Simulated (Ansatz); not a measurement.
# Convergence of a linear-scaling basis for TiSi2(101) slab (72 atoms)

Aim: test how closely localised support functions follow the reference on TiSi2(101) slab (72 atoms), and at what cost. A setting counts as converged where the r.m.s. difference of forces stays under 1 % of the r.m.s. force.

Main program and level: Ansatz 0.2.0; Kohn-Sham DFT, PBE, PAW (set soft_2), plane waves.

This is a report of a sequence of runs, with most program output left out.

The database entry behind the starting cell is an old determination (1939), so it need not match the best structure at ambient conditions.

## Step 1: The starting structure

The cell holds 72 atoms: 24 Ti and 48 Si. Cell: a = 8.236 Å, b = 9.768 Å, c = 24.411 Å, α = 90.0°, β = 90.0°, γ = 90.0°. It derives from TiSi2 (Fddd, COD entry). Fddd (COD entry) TiSi2 (cell 4.773, 8.236, 8.523, 90, 90, 90), (101) slab of 3 repeat layers, 1 x 1 surface cells, 14 Å of vacuum; atoms within 3.5 Å of the bottom held; every coordinate displaced by a Gaussian of 0.03 Å. Vacuum lies along c.

Limits known from the start: Beside vacuum, support functions can miss their usual error bounds without a warning.

## Step 2: Plane-wave single point

The first run fixes the reference, at a cutoff of 420 eV.

Input file input.yaml:

```yaml
crystal:
  lattice:
    - [8.236, 0.0, 0.0]
    - [0.0, 9.76847, 0.0]
    - [0.0, 0.0, 24.41112]
  atoms:
    - { symbol: Ti, position: [0.24865, 0.24789, 0.2865] }
    - { symbol: Ti, position: [0.74907, 0.13061, 0.36988] }
    - { symbol: Ti, position: [0.25239, 0.75367, 0.28632] }
    - { symbol: Ti, position: [0.74654, 0.63451, 0.37108] }
    - { symbol: Ti, position: [0.00411, 0.88141, 0.37388] }
    - { symbol: Ti, position: [0.49248, 0.99722, 0.28757] }
    - { symbol: Ti, position: [0.00029, 0.3836, 0.37169] }
    - { symbol: Ti, position: [0.49635, 0.50118, 0.28641] }
[... 60 atom lines left out ...]
    - { symbol: Si, position: [0.16966, 0.02246, 0.62909] }
    - { symbol: Si, position: [0.33004, 0.91247, 0.71467] }
    - { symbol: Si, position: [0.16358, 0.52371, 0.62538] }
    - { symbol: Si, position: [0.33685, 0.4085, 0.71365] }
kpoints:
  mp_grid: { grid: [2, 2, 1] }
hamiltonian:
  xc: pbe
scf:
  occupations: { method: fermi_dirac, width: 0.05 }
output:
  forces: true
  populations: true
  dos:
    method: { smearing: { sigma: 0.1 } }
    de: 0.1
    projected: { site_lists: { Si: [Si], Ti: [Ti] } }
  eigenvalues: true
  write_density: true
  write_potential: true
  volumetric_format: npy
```

Started as:

```console
> ansatz run input.yaml --threads 4 --pin off --max-ram 8192MiB --backend cpu --events-out ev --progress --plain --runs-dir out
```

Run time: 2.7 min. Hardware: 4 threads of Arm Neoverse V2, shared host; peak memory 6.1 GiB; 10 min of CPU time.

The program notes that it cut back its work space to fit the memory limit and the exchange-correlation potential is rough where the density is thin.

Numbers from this run:

```yaml
free_energy: -90530.4292 eV
free_energy_per_atom: -1257.3671 eV/atom
scf_cycles: 10
r_m_s_force_component: 0.415 eV/Å
longest_force: 1.738 eV/Å
fermi_energy: 4.529 eV
levels_partly_filled_by_over_2_per_cent: 35
potential_in_mid_vacuum_over_the_fermi_level: 4.208 eV
potential_4p5_a_over_the_upper_face: 4.21 eV
potential_4p5_a_under_the_lower_face: 4.205 eV
spilling_of_the_projection: 0.01081
```

The r.m.s. force component of 0.42 eV/Å sets the scale for the differences below.

## Step 3: Support functions medium

The cell is solved in localised support functions.

This step: Kohn-Sham DFT, PBE, PAW (set soft_2), localised support functions (medium) (Ansatz 0.2.0).

input.yaml, the sections that differ from step 2:

```yaml
scf:
  occupations: { method: fermi_dirac, width: 0.05 }
  eigensolver: { kind: { support_functions: { accuracy: medium } } }
  mixing: { beta: 0.2 }
  max_iter: 150
output:
  forces: true
# crystal, kpoints, hamiltonian: as in step 2
```

Elapsed: 2.5 min, on 4 threads; peak memory 3.9 GiB.

The program notes that the band table was not solved further than the SCF left it and it switched symmetry off.

Keys that differ from the reference: support_functions.accuracy = "medium", scf.max_iter = 150 and scf.mixing.beta = 0.2.

Forces differ from the reference by 0.30 meV/Å r.m.s., 0.072 % of their size, well within a tolerance of 1 %; the energy by -0.70 meV/atom. The two runs also began from different starting densities, which bears on cycles and time.

## Step 4: Support functions low

With localised support functions most steps grow linearly with size, though the diagonalisation grows faster unless the density matrix is cut; this run measures error and cost at this size.

This step: Kohn-Sham DFT, PBE, PAW (set soft_2), localised support functions (low) (Ansatz 0.2.0).

input.yaml, the sections that differ from step 3:

```yaml
scf:
  occupations: { method: fermi_dirac, width: 0.05 }
  eigensolver: { kind: { support_functions: { accuracy: low } } }
  mixing: { beta: 0.2 }
  max_iter: 150
# crystal, kpoints, hamiltonian, output: as in step 3
```

It took 2.2 min on 4 threads; peak memory 3.8 GiB; 8.6 min of CPU time.

Keys that differ from the reference: support_functions.accuracy = "low", scf.max_iter = 150 and scf.mixing.beta = 0.2.

Forces differ from the reference by 0.34 meV/Å r.m.s., 0.083 % of their size, well within a tolerance of 1 %; the energy by -0.70 meV/atom. The two runs also began from different starting densities, which bears on cycles and time.

## Step 5: Support functions high

This step: Kohn-Sham DFT, PBE, PAW (set soft_2), localised support functions (high) (Ansatz 0.2.0).

input.yaml, the sections that differ from step 4:

```yaml
scf:
  occupations: { method: fermi_dirac, width: 0.05 }
  eigensolver: { kind: { support_functions: { accuracy: high } } }
  mixing: { beta: 0.2 }
  max_iter: 150
# crystal, kpoints, hamiltonian, output: as in step 4
```

The job ended after 7.9 min (4 threads; peak memory 6 GiB; 31 min of CPU time).

Keys that differ from the reference: support_functions.accuracy = "high", scf.max_iter = 150 and scf.mixing.beta = 0.2.

Forces differ from the reference by 0.20 meV/Å r.m.s., 0.049 % of their size, well within a tolerance of 1 %; the energy by -0.86 meV/atom. It took 7.9 min and 19 cycles; the reference's time can't be set against it, since the two runs asked for unlike analyses. The two runs also began from different starting densities, which bears on cycles and time.

## Step 6: Support functions medium, spacing 0.411 Å

The grid spacing sets how fine a wave the support functions can hold.

This step: Kohn-Sham DFT, PBE, PAW (set soft_2), localised support functions (medium) (Ansatz 0.2.0).

input.yaml, the sections that differ from step 5:

```yaml
scf:
  occupations: { method: fermi_dirac, width: 0.05 }
  eigensolver: { kind: { support_functions: { accuracy: medium, spacing: 0.411 } } }
  mixing: { beta: 0.2 }
  max_iter: 150
# crystal, kpoints, hamiltonian, output: as in step 5
```

Elapsed: 70 s, on 4 threads; peak memory 2.3 GiB.

Residual by cycle:

cycle, log10 residual and a bar from the least value:
```
        1        2.3 ##############################
        2        2.1 #############################
        3        1.8 ###########################
        4        0.6 #####################
        5        0.4 ####################
        6       -0.9 #############
        7       -1.0 ############
        8       -2.0 #######
        9       -2.5 ####
       10       -3.3
```

The run was cut off at its time limit.

After 10 cycles the residual stands at 5.0e-4.

The session had allowed this step about 70 s.

## Step 7: Support functions medium, spacing 0.343 Å

input.yaml, the sections that differ from step 6:

```yaml
scf:
  occupations: { method: fermi_dirac, width: 0.05 }
  eigensolver: { kind: { support_functions: { accuracy: medium, spacing: 0.343 } } }
  mixing: { beta: 0.2 }
  max_iter: 150
# crystal, kpoints, hamiltonian, output: as in step 6
```

The job ended after 1.7 min (4 threads; peak memory 2.5 GiB).

The program notes that the forces don't sum to zero within tolerance and the grid leaves an egg-box force.

Forces differ from the reference by 84 meV/Å r.m.s., 20 % of their size, far over a tolerance of 1 %; the energy by -0.98 meV/atom. The two runs also began from different starting densities, which bears on cycles and time. The setting is coarser than the default on purpose.

## Step 8: Support functions medium, spacing 0.297 Å

input.yaml, the sections that differ from step 7:

```yaml
scf:
  occupations: { method: fermi_dirac, width: 0.05 }
  eigensolver: { kind: { support_functions: { accuracy: medium, spacing: 0.297 } } }
  mixing: { beta: 0.2 }
  max_iter: 150
# crystal, kpoints, hamiltonian, output: as in step 7
```

Wall time 1.9 min (4 threads); peak memory 2.8 GiB.

Forces differ from the reference by 6.5 meV/Å r.m.s., 1.6 % of their size, over a tolerance of 1 %; the energy by -3.4 meV/atom. The two runs also began from different starting densities, which bears on cycles and time. The setting is coarser than the default on purpose.

## Step 9: Support functions medium, spacing 0.263 Å

input.yaml, the sections that differ from step 8:

```yaml
scf:
  occupations: { method: fermi_dirac, width: 0.05 }
  eigensolver: { kind: { support_functions: { accuracy: medium, spacing: 0.263 } } }
  mixing: { beta: 0.2 }
  max_iter: 150
# crystal, kpoints, hamiltonian, output: as in step 8
```

The job ended after 2.2 min (4 threads; peak memory 3.3 GiB).

Keys that differ from the reference: support_functions.accuracy = "medium", support_functions.spacing = 0.263, scf.max_iter = 150 and scf.mixing.beta = 0.2.

Forces differ from the reference by 1.4 meV/Å r.m.s., 0.33 % of their size, within a tolerance of 1 %; the energy by -1.0 meV/atom. The two runs also began from different starting densities, which bears on cycles and time.

## Step 10: Support functions medium, spacing 0.206 Å

input.yaml, the sections that differ from step 9:

```yaml
scf:
  occupations: { method: fermi_dirac, width: 0.05 }
  eigensolver: { kind: { support_functions: { accuracy: medium, spacing: 0.206 } } }
  mixing: { beta: 0.2 }
  max_iter: 150
# crystal, kpoints, hamiltonian, output: as in step 9
```

It took 2.6 min on 4 threads; peak memory 4.1 GiB.

Keys that differ from the reference: support_functions.accuracy = "medium", support_functions.spacing = 0.206, scf.max_iter = 150 and scf.mixing.beta = 0.2.

Forces differ from the reference by 0.30 meV/Å r.m.s., 0.073 % of their size, well within a tolerance of 1 %; the energy by -0.82 meV/atom. The two runs also began from different starting densities, which bears on cycles and time.

## Step 11: Support functions medium, spacing 0.183 Å

input.yaml, the sections that differ from step 10:

```yaml
scf:
  occupations: { method: fermi_dirac, width: 0.05 }
  eigensolver: { kind: { support_functions: { accuracy: medium, spacing: 0.183 } } }
  mixing: { beta: 0.2 }
  max_iter: 150
# crystal, kpoints, hamiltonian, output: as in step 10
```

It took 3.3 min on 4 threads; peak memory 4.6 GiB.

Keys that differ from the reference: support_functions.accuracy = "medium", support_functions.spacing = 0.183, scf.max_iter = 150 and scf.mixing.beta = 0.2.

Forces differ from the reference by 0.26 meV/Å r.m.s., 0.064 % of their size, well within a tolerance of 1 %; the energy by -0.87 meV/atom. The two runs also began from different starting densities, which bears on cycles and time.

Runs without a result: support functions medium, spacing 0.411 Å (cut at the time limit).

## Step 12: What each setting buys

Each row is set against the plane-wave reference (Kohn-Sham DFT, PBE, PAW (set soft_2), plane waves; r.m.s. force component 0.415 eV/Å). Energies are set beside the reference only for runs with its functional, potentials and electron count. Times are for 4 threads of Arm Neoverse V2, shared host. The reference's time includes the DOS and grids, which some other runs skip.

```tsv
run	Δ force, r.m.s. (meV/Å)	share of r.m.s. force (%)	Δ energy (meV/atom)	cycles	time	host memory (GiB)
reference	-	-	-	10	2.7 min	6.1
support functions medium	0.297	0.0717	-0.703	15	2.5 min	3.9
support functions low	0.344	0.083	-0.703	13	2.2 min	3.8
support functions high	0.203	0.0488	-0.865	19	7.9 min	6.0
support functions medium, spacing 0.343 Å	83.9	20.2	-0.976	15	1.7 min	2.5
support functions medium, spacing 0.297 Å	6.47	1.56	-3.42	15	1.9 min	2.8
support functions medium, spacing 0.263 Å	1.35	0.325	-1.03	15	2.2 min	3.3
support functions medium, spacing 0.206 Å	0.304	0.0733	-0.816	15	2.6 min	4.1
support functions medium, spacing 0.183 Å	0.264	0.0635	-0.867	15	3.3 min	4.6
```

## Step 13: What the reference run shows

The comparisons rest on this run, so its electronic structure is set out here.

Length of the force by element:

```tsv
element	coordination	atoms	mean length of the force (eV/Å)	spread	least	most
Si	all	48	0.575	0.237	0.143	1.38
Ti	all	24	0.789	0.391	0.212	1.74
```

Löwdin charges by element (they lack the spilled electrons, 0.072 e an atom on average):

```tsv
element	coordination	atoms	mean charge (e)	spread	least	most
Si	all	48	-0.111	0.0684	-0.273	-0.0593
Ti	all	24	0.439	0.0769	0.346	0.557
```

Density of states as counts of states in windows of 0.5 eV (from the Fermi level), total and the larger projections:

```tsv
from (eV)	to (eV)	total	Ti d	Si p	Si s
-10	-9.5	6.1	0.3	1.9	3.4
-9.5	-9	5.8	0.4	2.1	3.0
-9	-8.5	6.0	0.4	2.1	3.1
-8.5	-8	10.4	1.0	3.5	5.2
-8	-7.5	8.3	0.9	2.9	4.0
-7.5	-7	7.9	0.8	2.7	3.8
-7	-6.5	6.4	0.8	2.0	3.3
-6.5	-6	10.5	1.4	3.1	5.3
-6	-5.5	7.5	0.9	2.2	3.9
-5.5	-5	7.5	0.9	3.8	2.0
-5	-4.5	11.4	1.5	7.3	1.9
-4.5	-4	12.1	1.7	7.7	1.6
-4	-3.5	12.0	1.9	7.5	1.6
-3.5	-3	15.7	2.9	9.9	1.8
-3	-2.5	18.0	4.2	10.8	1.9
-2.5	-2	21.1	5.8	12.8	1.5
-2	-1.5	26.1	9.0	14.4	1.4
-1.5	-1	28.2	13.9	11.9	1.0
-1	-0.5	23.1	13.4	8.0	0.8
-0.5	0	22.2	13.6	6.6	0.8
0	0.5	15.9	9.6	4.5	0.7
0.5	1	25.1	17.4	5.3	0.8
1	1.5	21.5	15.2	3.8	0.8
1.5	2	19.9	13.4	4.0	1.0
```

Between -26 and -10 eV lie 22 more states.

The stored curve holds about 288 of the 480 electrons; the rest, give or take the few that broadening carries across the Fermi level, lie in deeper levels below its range.

The levels nearest the highest filled one (over half full), pooled over k-points and spins:

```tsv
level less the highest filled one (eV)	occupation
-0.0696	1.61
-0.0362	1.36
-0.018	1.20
-0.0148	1.17
-0.0061	1.08
0	1.02
0.0113	0.907
0.0303	0.724
0.0387	0.648
0.0429	0.612
0.0563	0.504
0.0626	0.458
```

Planar average of the electrostatic potential energy along the normal, with the Fermi level as zero, after a running mean with a triangular window 4 Å wide at its base:

```tsv
height (Å)	potential energy (eV)
0.0	4.21
0.7	4.21
1.4	4.21
2.0	4.20
2.7	4.20
3.5	4.15
4.2	3.91
4.9	2.74
5.6	-0.31
6.2	-4.27
6.9	-7.35
7.6	-8.50
8.3	-8.63
9.0	-8.67
9.8	-8.69
10.4	-8.69
11.1	-8.68
11.8	-8.66
12.5	-8.67
13.2	-8.69
13.8	-8.70
14.5	-8.70
15.3	-8.69
16.0	-8.66
16.7	-8.58
17.4	-7.74
18.0	-5.01
18.7	-1.08
19.4	2.29
20.1	3.80
20.7	4.14
21.6	4.20
22.2	4.21
22.9	4.21
23.6	4.21
24.3	4.21
```

(Part 1 of 2 ends here.)

[Logs are printed without paths, hosts, clocks, repeated set-up lines and the standing remarks that a program may print on its own settings, such as how far it seeks lower states.]

[Hosts, paths, dates, database ids (printed as entryN), source tags and the programs' standing remarks are cut or masked in the printed files.]
